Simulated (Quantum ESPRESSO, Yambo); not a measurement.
Planning a run of Yambo 5.3.0 on Diamond (Fd-3m, 2 atoms a cell). The input:

```
HF_and_locXC
gw0
dyson
ppa
em1d
rim_cut
RandQpts= 1000000
RandGvec= 1 RL
EXXRLvcs= 74 Ry
VXCRLvcs= 296 Ry
Chimod= "HARTREE"
% BndsRnXp
 1 | 137 |
%
NGsBlkXp= 26 Ry
% LongDrXp
 1 | 1 | 1 |
%
% GbndRnge
 1 | 137 |
%
DysSolver= "n"
ExtendOut
PPAPntXp= 27.21138 eV
% QPkrange
 1 | 1 | 3 | 6 |
 10 | 10 | 3 | 6 |
%
```

```sh
OMP_NUM_THREADS=1 mpirun -n 4 yambo -F gw12.in -J gw12 -C gw12 > gw12.log
```

The stored states that it reads are on a 6×6×6 mesh. It takes space group Fd-3m (No. 227, cubic). The conventional cell has a = 3.567 Å, b = 3.567 Å, c = 3.567 Å, α = 90.00°, β = 90.00°, γ = 90.00°. Nearest to C lie 4 C at 1.54 Å.

**Question.** Estimate wall time and host memory on 4 MPI ranks of Arm Neoverse V1, shared host.

It took 2 min; on shared hardware allow 60 s to 4 min. Peak host memory was 1.2 GiB.

The screening grows as filled bands × empty bands × pairs of k points, times the square of the screening basis for the matrix.

[Paths, hosts, dates, memory and timing lines, banners, echoed tables and standing remarks are left out of the program output.]

[Logs are printed without paths, hosts, clocks, repeated set-up lines and the standing remarks that a program may print on its own settings, such as how far it seeks lower states.]

[Runs of the session that timed out or met a known fault of the program may be left out.]

[Hosts, paths, dates, database ids (printed as entryN), source tags and the programs' standing remarks are cut or masked in the printed files.]
